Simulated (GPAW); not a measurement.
# free-standing square Mo monolayer, spacing 3.069 A: a ladder in all numerical settings together

Aim: see how far moments and order energies of free-standing square Mo monolayer, spacing 3.069 A move with all numerical settings together, and what each rung costs.

Program: GPAW 26.7.0. Level of theory: LDA; plane waves with GPAW's PAW setups, scalar-relativistic. Results are calculated unless marked as measured.

### Step 1. The structure

The cell holds 1 atom: 1 Mo. Its edges and angles: a = 3.069 Å, b = 3.069 Å, c = 14.000 Å, α = 90.0°, β = 90.0°, γ = 90.0°. model lattice. Vacuum lies along c.

Coordinates:

```
Mo
1.0
     3.06900    0.00000    0.00000
     0.00000    3.06900    0.00000
     0.00000    0.00000   14.00000
Mo
1
Cartesian
  0.0000 0.0000 7.0000
```

### Step 2. Rung 1 (280 eV, mesh 4×4×1), start ferro +

Several settings change at once from rung to rung, from a quick look to a careful run; the headings and inputs name them.

Input file order1.py:

```python
import json
import numpy as np
from ase import Atoms
from ase.parallel import paropen, parprint
from gpaw import GPAW

atoms = Atoms(['Mo'],
    cell=[[3.069, 0.0, 0.0],
         [0.0, 3.069, 0.0],
         [0.0, 0.0, 14.0]],
    scaled_positions=[[0.0, 0.0, 0.5]],
    pbc=True,
    magmoms=[1.0])
atoms.calc = GPAW(mode={'name': 'pw', 'ecut': 280},
    xc='LDA',
    kpts={'size': (4, 4, 1), 'gamma': True},
    occupations={'name': 'fermi-dirac', 'width': 0.2},
    convergence={'density': 1e-05, 'energy': 1e-05},
    maxiter=200,
    txt='order1.txt')
e = atoms.get_potential_energy(force_consistent=True)
res = {'free_energy': e, 'energy_sigma0': atoms.get_potential_energy(), 'fermi_energy': atoms.calc.get_fermi_level()}
res['moments'] = atoms.get_magnetic_moments().tolist()
res['total'] = atoms.get_magnetic_moment()
parprint('site moments (muB):', np.round(res['moments'], 3))
parprint(f"total moment: {res['total']:.3f} muB")
parprint(f'free energy: {e:.6f} eV')
atoms.calc.write('order1.gpw')
with paropen('results.json', 'w') as f:
    json.dump(res, f)
```

Command:

```console
$ OMP_NUM_THREADS=1 python3 order1.py > order1.log
```

Numbers of over 12 decimals in the logs are rounded to 6 here.

Output:

```text
site moments (muB): [1.69]
total moment: 2.306 muB
free energy: -6.819132 eV

--- order1.txt ---
Input parameters:
  mode=PW(ecut=280),
  convergence={'density': 1e-05, 'energy': 1e-05},
  kpts=MonkhorstPack(size=(4, 4, 1), gamma=True),
  maxiter=200,
  occupations=Occupations(name='fermi-dirac', width=0.2),
  xc=XC(name='LDA')

Diagonalizing LCAO Hamiltonian
Converting LCAO to pw mode
   .-------.
  /|       |
 * |       |
 | |       |
 | |       |
 | |       |
 | |       |
 | |       |
 | |       |
 | |       |
 Mo|       |
 | |       |
 | |       |
 | |       |
 | |       |
 | |       |
 | |       |
 | .-------.
 |/       /
 *-------*

Atoms  # Å, Bohr magnetons
|   | symbol |        x |        y |        z |    initial magnetic moments |
|---|--------|----------|----------|----------|-----------------------------|
| 0 |     Mo | 0.000000 | 0.000000 | 7.000000 | ( 0.0000,  0.0000,  1.0000) |

Unit cell  # Å
| periodic |        x |        y |         z |   lengths |    angles |
|----------|----------|----------|-----------|-----------|-----------|
|      yes | 3.069000 | 0.000000 |  0.000000 |  3.069000 | 90.000000 |
|      yes | 0.000000 | 3.069000 |  0.000000 |  3.069000 | 90.000000 |
|      yes | 0.000000 | 0.000000 | 14.000000 | 14.000000 | 90.000000 |

Number of symmetries: 16

BZ-sampling:
  Number of BZ points: 16
  Number of IBZ points: 6

  Monkhorst-Pack size: [4, 4, 1]
  Monkhorst-Pack shift: [0.125, 0.125, 0.0]

Plane wave coefficients: 1424
Cutoff: 280.0 eV

Spin-components: 2 (collinear spins)
Bands:           13
Projectors:      6
Spin-degeneracy: 1
Datatype:        complex128

Parallelization:
  kpt:    1
  domain: 1
  band:   1

Density:
  Valence electrons: 14.0
  Components: 2
  Grid points: [12 12 56]
  Charge: 0.0  # |e|

Potential:
  Grid points: [12 12 56]

[... setups left out ...]
Reference energy: -110019.813038  # eV

eigensolver:
  PPCG
  Converge bands: occupied
  niter=2

density mixing:
  MSR1-Mixer
  Pratt-step length: 0.05
  Maximum mixing coefficient: 0.75
  Old densities: 10
  SVD Regularization: 0.005
  Good broyden scale: 1.0
  Trust region scale: 1.0
  Backstep threshold: 4.0
  History deletion threshold: 6.0
  Fourier metric: weight=20.0, sigma=0.015

occupation numbers:
  Fermi-Dirac:
    width: 0.2000  # eV

poisson solver:
  ecut: 2240.0  # eV

xc functional:
  name: None

convergence criteria:
- Maximum integral of absolute [dens]ity change: 1e-05 electrons / valence electron
- Maximum [total energy] change in last 3 cyles: 1e-05 eV / valence electron
- Maximum integral of absolute [eigenst]ate change: 4e-08 eV^2 / valence electron
maximum number of iterations: 200

SCF iterations
|iter     |      energy | eigst |  dens |  magmom |
|---------|-------------|-------|-------|---------|
|iter:   1|       0s |   -6.731835 | -0.20 |       |  +0.9903|
|iter:   2|       0s |   -6.675595 | -1.56 | -0.98 |  +0.9810|
|iter:   3|       0s |   -6.501987 | -1.66 | -1.02 |  +0.9095|
|iter:   4|       1s |   -6.506769 | -2.33 | -1.51 |  +0.9287|
|iter:   5|       1s |   -6.517994 | -3.06 | -1.67 |  +0.9804|
|iter:   6|       1s |   -6.542382 | -3.18 | -1.87 |  +1.1455|
|iter:   7|       1s |   -6.604728 | -2.23 | -1.81 |  +1.8882|
|iter:   8|       1s |   -6.605663 | -3.04 | -1.66 |  +1.8369|
|iter:   9|       2s |   -6.630290 | -3.25 | -2.00 |  +2.2918|
|iter:  10|       2s |   -6.622476 | -3.37 | -2.05 |  +2.1216|
|iter:  11|       2s |   -6.632682 | -3.98 | -2.41 |  +2.3483|
|iter:  12|       2s |   -6.629718 | -4.77 | -2.92 |  +2.2781|
|iter:  13|       3s |   -6.630506 | -6.06 | -3.15 |  +2.2954|
|iter:  14|       3s |   -6.630971 | -6.31 | -3.58 |  +2.3062|
|iter:  15|       3s |   -6.630998 | -7.68c| -4.77 |  +2.3069|
|iter:  16|       3s |   -6.630972c| -7.99c| -4.71 |  +2.3062|
|iter:  17|       3s |   -6.630967c| -8.66c| -5.56c|  +2.3061|

Converged in 17 steps
Energy contributions relative to reference atoms: (reference = -110019.813038)

Energy contributions:
  Kinetic:         -22.372008
  Coulomb:          16.811747
  Zero:             -0.033499
  External:          0.000000
  Xc:               -0.849043
  Entropy:          -0.376330
  Spinorbit:         0.000000
  ----------------------------
  Free energy:      -6.819132
  Extrapolated:     -6.630967

dipole moment: (-11.399888, -11.399888, 0.000002)  # |e|*Ang

Total magnetic moment: (0.000000, 0.000000, 2.306113)

Local magnetic moments
|        x |        y |        z |
|----------|----------|----------|
| 0.000000 | 0.000000 | 1.689717 |  # Mo   0

Fermi level: -2.547
Eigenvalues  # (at kpt = [0.000, 0.000, 0.000])
| band index |      eig [eV] | occ [0-1] |      eig [eV] | occ [0-1] |
|------------|---------------|-----------|---------------|-----------|
|          0 |       -63.914 |     1.000 |       -62.820 |     1.000 |
|          1 |       -38.236 |     1.000 |       -36.803 |     1.000 |
|          2 |       -37.821 |     1.000 |       -36.764 |     1.000 |
|          3 |       -37.821 |     1.000 |       -36.764 |     1.000 |
|          4 |        -6.349 |     1.000 |        -5.632 |     1.000 |
|          5 |        -4.899 |     1.000 |        -3.810 |     0.998 |
|          6 |        -3.815 |     0.998 |        -2.336 |     0.259 |
|          7 |        -1.994 |     0.059 |        -0.939 |     0.000 |
|          8 |        -1.994 |     0.059 |        -0.657 |     0.000 |
|          9 |        -1.621 |     0.010 |        -0.657 |     0.000 |
|         10 |        -0.976 |     0.000 |        -0.019 |     0.000 |
|         11 |         1.829 |     0.000 |         1.969 |     0.000 |
|         12 |         2.894 |     0.000 |         3.044 |     0.000 |

No gap
No difference between direct/indirect transitions
```

Elapsed: 5.2 s, on 1 MPI rank of Arm Neoverse V2, shared host; peak memory 0.14 GiB.

This step gave:

| Property | Result |
| --- | --- |
| magnetization | 2.306 μB |
| final state | ferromagnetic |
| largest moment | 1.690 μB |

After 17 cycles the largest moment stands at 1.69 μB.

### Step 3. Rung 1 (280 eV, mesh 2×4×1), start antiferro q=(1/2,1/2,0) +-

The second start gives the energy difference between the two end states, the quantity that is followed up the ladder. Its q is in fractions of the reciprocal vectors of the first run's cell.

Input file order2.py:

```python
import json
import numpy as np
from ase import Atoms
from ase.parallel import paropen, parprint
from gpaw import GPAW

atoms = Atoms(['Mo', 'Mo'],
    cell=[[6.138, 0.0, 0.0],
         [3.069, 3.069, 0.0],
         [0.0, 0.0, 14.0]],
    scaled_positions=[[0.0, 0.0, 0.5],
         [0.5, 0.0, 0.5]],
    pbc=True,
    magmoms=[1.0, -1.0])
atoms.calc = GPAW(mode={'name': 'pw', 'ecut': 280},
    xc='LDA',
    kpts={'size': (2, 4, 1), 'gamma': True},
    occupations={'name': 'fermi-dirac', 'width': 0.2},
    convergence={'density': 1e-05, 'energy': 1e-05},
    maxiter=200,
    txt='order2.txt')
e = atoms.get_potential_energy(force_consistent=True)
res = {'free_energy': e, 'energy_sigma0': atoms.get_potential_energy(), 'fermi_energy': atoms.calc.get_fermi_level()}
res['moments'] = atoms.get_magnetic_moments().tolist()
res['total'] = atoms.get_magnetic_moment()
parprint('site moments (muB):', np.round(res['moments'], 3))
parprint(f"total moment: {res['total']:.3f} muB")
parprint(f'free energy: {e:.6f} eV')
atoms.calc.write('order2.gpw')
with paropen('results.json', 'w') as f:
    json.dump(res, f)
```

Command:

```console
$ OMP_NUM_THREADS=1 python3 order2.py > order2.log
```

Output:

```text
UserWarning: Initial realspace grid (24,18,56) inconsistent with symmetries.
UserWarning: Using symmetrized grid: (24,24,56).

site moments (muB): [ 2.65 -2.65]
total moment: 0.000 muB
free energy: -14.198834 eV

--- order2.txt ---
Input parameters:
  mode=PW(ecut=280),
  convergence={'density': 1e-05, 'energy': 1e-05},
  kpts=MonkhorstPack(size=(2, 4, 1), gamma=True),
  maxiter=200,
  occupations=Occupations(name='fermi-dirac', width=0.2),
  xc=XC(name='LDA')

Diagonalizing LCAO Hamiltonian
Converting LCAO to pw mode

       Mo     Mo

Atoms  # Å, Bohr magnetons
|   | symbol |        x |        y |        z |    initial magnetic moments |
|---|--------|----------|----------|----------|-----------------------------|
| 0 |     Mo | 0.000000 | 0.000000 | 7.000000 | ( 0.0000,  0.0000,  1.0000) |
| 1 |     Mo | 3.069000 | 0.000000 | 7.000000 | ( 0.0000,  0.0000, -1.0000) |

Number of symmetries: 8

BZ-sampling:
  Number of BZ points: 8
  Number of IBZ points: 5

  Monkhorst-Pack size: [2, 4, 1]
  Monkhorst-Pack shift: [0.25, 0.125, 0.0]

Plane wave coefficients: 2848
Cutoff: 280.0 eV

Spin-components: 2 (collinear spins)
Bands:           21
Projectors:      12
Spin-degeneracy: 1
Datatype:        complex128

Parallelization:
  kpt:    1
  domain: 1
  band:   1

Density:
  Valence electrons: 28.0
  Components: 2
  Grid points: [24 24 56]
  Charge: 0.0  # |e|

Potential:
  Grid points: [24 24 56]

[... setups left out ...]
Reference energy: -220039.626075  # eV

convergence criteria:
- Maximum integral of absolute [dens]ity change: 1e-05 electrons / valence electron
[...]
|iter:  17|      17s |  -14.011434c| -8.35c| -5.00c|  +0.0000|

Converged in 17 steps
Energy contributions relative to reference atoms: (reference = -220039.626075)

Energy contributions:
  Kinetic:         -36.659418
  Coulomb:          27.402963
  Zero:             -0.139755
  External:          0.000000
  Xc:               -4.427824
  Entropy:          -0.374800
  Spinorbit:         0.000000
  ----------------------------
  Free energy:     -14.198834
  Extrapolated:    -14.011434

dipole moment: (-45.482077, -22.741038, 0.000003)  # |e|*Ang

Total magnetic moment: (0.000000, 0.000000, 0.000000)

Local magnetic moments
|        x |        y |         z |
|----------|----------|-----------|
| 0.000000 | 0.000000 |  2.650090 |  # Mo   0
| 0.000000 | 0.000000 | -2.650086 |  # Mo   1

Fermi level: -2.535
Eigenvalues  # (at kpt = [0.000, 0.000, 0.000])
| band index |      eig [eV] | occ [0-1] |      eig [eV] | occ [0-1] |
|------------|---------------|-----------|---------------|-----------|
|          0 |       -63.906 |     1.000 |       -63.906 |     1.000 |
|        ... |               |           |               |           |
|          6 |       -36.298 |     1.000 |       -36.298 |     1.000 |
|          7 |       -36.115 |     1.000 |       -36.115 |     1.000 |
|          8 |        -6.008 |     1.000 |        -6.008 |     1.000 |
|          9 |        -4.674 |     1.000 |        -4.674 |     1.000 |
[...]
|         17 |        -0.662 |     0.000 |        -0.662 |     0.000 |
|         18 |        -0.215 |     0.000 |        -0.215 |     0.000 |
|         19 |         0.912 |     0.000 |         0.912 |     0.000 |
|         20 |         2.745 |     0.000 |         2.745 |     0.000 |

Gap: 0.248 eV
Transition (v -> c):
  (s=1, k=2, n=13, [0.00, 0.50, 0.00]) -> (s=0, k=4, n=14, [0.50, 0.50, 0.00])
Direct/indirect transitions are different
Direct gap: 0.682 eV
Transition at: (s=1->0, k=4, n=13, [0.50, 0.50, 0.00])
```

Run time: 20 s. Hardware: 1 MPI rank; peak memory 0.19 GiB.

Numbers from this step:

```
magnetization  : 0 μB
final state    : antiferromagnetic
largest moment : 2.650 μB
```

This start lies -280.3 meV a seeded atom from the first; its largest moment is 2.65 μB.

### Step 4. Rung 2 (380 eV, mesh 6×6×1), start ferro +

order1.py is the script of step 2 with these lines changed:

```diff
@@ -13,6 +13,6 @@
     magmoms=[1.0])
-atoms.calc = GPAW(mode={'name': 'pw', 'ecut': 280},
+atoms.calc = GPAW(mode={'name': 'pw', 'ecut': 380},
     xc='LDA',
-    kpts={'size': (4, 4, 1), 'gamma': True},
-    occupations={'name': 'fermi-dirac', 'width': 0.2},
+    kpts={'size': (6, 6, 1), 'gamma': True},
+    occupations={'name': 'fermi-dirac', 'width': 0.15},
     convergence={'density': 1e-05, 'energy': 1e-05},
```

Command:

```console
$ OMP_NUM_THREADS=1 python3 order1.py > order1.log
```

Output:

```text
site moments (muB): [1.024]
total moment: 1.444 muB
free energy: -7.098310 eV

--- order1.txt ---
Input parameters:
  mode=PW(ecut=380),
  convergence={'density': 1e-05, 'energy': 1e-05},
  kpts=MonkhorstPack(size=(6, 6, 1), gamma=True),
  maxiter=200,
  occupations=Occupations(name='fermi-dirac', width=0.15),
  xc=XC(name='LDA')

Diagonalizing LCAO Hamiltonian
Converting LCAO to pw mode
   .-------.
  /|       |
[...]
|          3 |       -37.691 |     1.000 |       -37.100 |     1.000 |
|          4 |        -6.230 |     1.000 |        -5.835 |     1.000 |
[...]
|          9 |        -1.581 |     0.001 |        -1.045 |     0.000 |
|         10 |        -0.909 |     0.000 |        -0.347 |     0.000 |
|         11 |         1.848 |     0.000 |         1.973 |     0.000 |
|         12 |         2.912 |     0.000 |         3.029 |     0.000 |

No gap
No difference between direct/indirect transitions


[key lines of the parts left out:]
Free energy:      -7.098310
Converged in 18 steps
dipole moment: (-11.414165, -11.414165, 0.000002)  # |e|*Ang
Fermi level: -2.648
```

Run time: 12 s. Hardware: 1 MPI rank; peak memory 0.15 GiB.

Read from the output:

```
magnetization  : 1.444 μB
final state    : ferromagnetic
largest moment : 1.024 μB
```

The largest moment moves by -0.67 μB from rung 1, at 2.2 times its CPU time.

### Step 5. Rung 2 (380 eV, mesh 3×6×1), start antiferro q=(1/2,1/2,0) +-

order2.py is the script of step 3 with these lines changed:

```diff
@@ -14,6 +14,6 @@
     magmoms=[1.0, -1.0])
-atoms.calc = GPAW(mode={'name': 'pw', 'ecut': 280},
+atoms.calc = GPAW(mode={'name': 'pw', 'ecut': 380},
     xc='LDA',
-    kpts={'size': (2, 4, 1), 'gamma': True},
-    occupations={'name': 'fermi-dirac', 'width': 0.2},
+    kpts={'size': (3, 6, 1), 'gamma': True},
+    occupations={'name': 'fermi-dirac', 'width': 0.15},
     convergence={'density': 1e-05, 'energy': 1e-05},
```

Command:

```console
$ OMP_NUM_THREADS=1 python3 order2.py > order2.log
```

Output:

```text
UserWarning: Initial realspace grid (28,20,63) inconsistent with symmetries.
UserWarning: Using symmetrized grid: (28,28,63).

site moments (muB): [ 2.57 -2.57]
total moment: -0.000 muB
free energy: -14.909181 eV

--- order2.txt ---
Input parameters:
  mode=PW(ecut=380),
  convergence={'density': 1e-05, 'energy': 1e-05},
  kpts=MonkhorstPack(size=(3, 6, 1), gamma=True),
  maxiter=200,
[...]
|          8 |        -5.971 |     1.000 |        -5.971 |     1.000 |
|          9 |        -4.642 |     1.000 |        -4.642 |     1.000 |
[...]
|         17 |        -0.676 |     0.000 |        -0.676 |     0.000 |
|         18 |        -0.220 |     0.000 |        -0.220 |     0.000 |
|         19 |         0.885 |     0.000 |         0.885 |     0.000 |
|         20 |         2.770 |     0.000 |         2.770 |     0.000 |

No gap
No difference between direct/indirect transitions


[key lines of the parts left out:]
Free energy:     -14.909181
Converged in 16 steps
dipole moment: (-45.510285, -22.755143, 0.000003)  # |e|*Ang
Fermi level: -2.632
```

Run time: 47 s. Hardware: 1 MPI rank; peak memory 0.25 GiB.

Numbers from this step:

- magnetization: 0 μB
- final state: antiferromagnetic
- largest moment: 2.570 μB

This start lies -356.3 meV a seeded atom from the first, a change of -76.0 meV since rung 1; its largest moment is 2.57 μB.

### Step 6. Rung 3 (500 eV, mesh 8×8×1), start ferro +

order1.py is the script of step 4 with these lines changed:

```diff
@@ -13,6 +13,6 @@
     magmoms=[1.0])
-atoms.calc = GPAW(mode={'name': 'pw', 'ecut': 380},
+atoms.calc = GPAW(mode={'name': 'pw', 'ecut': 500},
     xc='LDA',
-    kpts={'size': (6, 6, 1), 'gamma': True},
-    occupations={'name': 'fermi-dirac', 'width': 0.15},
+    kpts={'size': (8, 8, 1), 'gamma': True},
+    occupations={'name': 'fermi-dirac', 'width': 0.1},
     convergence={'density': 1e-05, 'energy': 1e-05},
```

Command:

```console
$ OMP_NUM_THREADS=1 python3 order1.py > order1.log
```

Output:

```text
site moments (muB): [1.502]
total moment: 2.078 muB
free energy: -7.059864 eV

--- order1.txt ---
Input parameters:
  mode=PW(ecut=500),
  convergence={'density': 1e-05, 'energy': 1e-05},
  kpts=MonkhorstPack(size=(8, 8, 1), gamma=True),
  maxiter=200,
  occupations=Occupations(name='fermi-dirac', width=0.1),
  xc=XC(name='LDA')

Diagonalizing LCAO Hamiltonian
Converting LCAO to pw mode
   .-------.
  /|       |
[...]
|          3 |       -37.758 |     1.000 |       -36.845 |     1.000 |
|          4 |        -6.334 |     1.000 |        -5.713 |     1.000 |
[...]
|          9 |        -1.625 |     0.000 |        -0.796 |     0.000 |
|         10 |        -1.027 |     0.000 |        -0.142 |     0.000 |
|         11 |         1.856 |     0.000 |         2.013 |     0.000 |
|         12 |         2.912 |     0.000 |         3.067 |     0.000 |

No gap
No difference between direct/indirect transitions


[key lines of the parts left out:]
Free energy:      -7.059864
Converged in 17 steps
dipole moment: (-11.404423, -11.404423, 0.000002)  # |e|*Ang
Fermi level: -2.573
```

It took 20 s on 1 MPI rank; peak memory 0.19 GiB.

This step gave:

```
magnetization  : 2.078 μB
final state    : ferromagnetic
largest moment : 1.502 μB
```

The largest moment moves by +0.48 μB from rung 2, at 1.7 times its CPU time.

### Step 7. Rung 3 (500 eV, mesh 4×8×1), start antiferro q=(1/2,1/2,0) +-

order2.py is the script of step 5 with these lines changed:

```diff
@@ -14,6 +14,6 @@
     magmoms=[1.0, -1.0])
-atoms.calc = GPAW(mode={'name': 'pw', 'ecut': 380},
+atoms.calc = GPAW(mode={'name': 'pw', 'ecut': 500},
     xc='LDA',
-    kpts={'size': (3, 6, 1), 'gamma': True},
-    occupations={'name': 'fermi-dirac', 'width': 0.15},
+    kpts={'size': (4, 8, 1), 'gamma': True},
+    occupations={'name': 'fermi-dirac', 'width': 0.1},
     convergence={'density': 1e-05, 'energy': 1e-05},
```

Command:

```console
$ OMP_NUM_THREADS=1 python3 order2.py > order2.log
```

Output:

```text
UserWarning: Initial realspace grid (32,24,75) inconsistent with symmetries.
UserWarning: Using symmetrized grid: (32,32,75).

site moments (muB): [ 2.703 -2.703]
total moment: 0.000 muB
free energy: -14.941590 eV

--- order2.txt ---
Input parameters:
  mode=PW(ecut=500),
  convergence={'density': 1e-05, 'energy': 1e-05},
  kpts=MonkhorstPack(size=(4, 8, 1), gamma=True),
  maxiter=200,
[...]
|         17 |        -0.601 |     0.000 |        -0.601 |     0.000 |
|         18 |        -0.194 |     0.000 |        -0.194 |     0.000 |
|         19 |         0.917 |     0.000 |         0.917 |     0.000 |
|         20 |         2.748 |     0.000 |         2.748 |     0.000 |

Gap: 0.176 eV
Transition (v -> c):
  (s=0, k=4, n=13, [0.00, 0.50, 0.00]) -> (s=0, k=9, n=14, [0.25, 0.50, 0.00])
Direct/indirect transitions are different
Direct gap: 0.391 eV
Transition at: (s=0, k=9, n=13, [0.25, 0.50, 0.00])


[key lines of the parts left out:]
Free energy:     -14.941590
Converged in 15 steps
dipole moment: (-45.465770, -22.732885, 0.000003)  # |e|*Ang
Fermi level: -2.564
```

Wall time 81 s (1 MPI rank); peak memory 0.35 GiB.

This step gave:

```
magnetization  : 0 μB
final state    : antiferromagnetic
largest moment : 2.703 μB
```

This start lies -410.9 meV a seeded atom from the first, a change of -54.7 meV since rung 2; its largest moment is 2.70 μB.

[end of part 1 of 2]

[Logs and program files are shortened in this print: banners, set-up blocks, solver, clock and traceback lines can be left out without a mark of their own.]

[Logs are printed without paths, hosts, clocks, repeated set-up lines and the standing remarks that a program may print on its own settings, such as how far it seeks lower states.]

[Hosts, paths, dates, database ids (printed as entryN), source tags and the programs' standing remarks are cut or masked in the printed files.]

[Where a cell is said to come from a database of computed structures, the database is the Materials Project.]
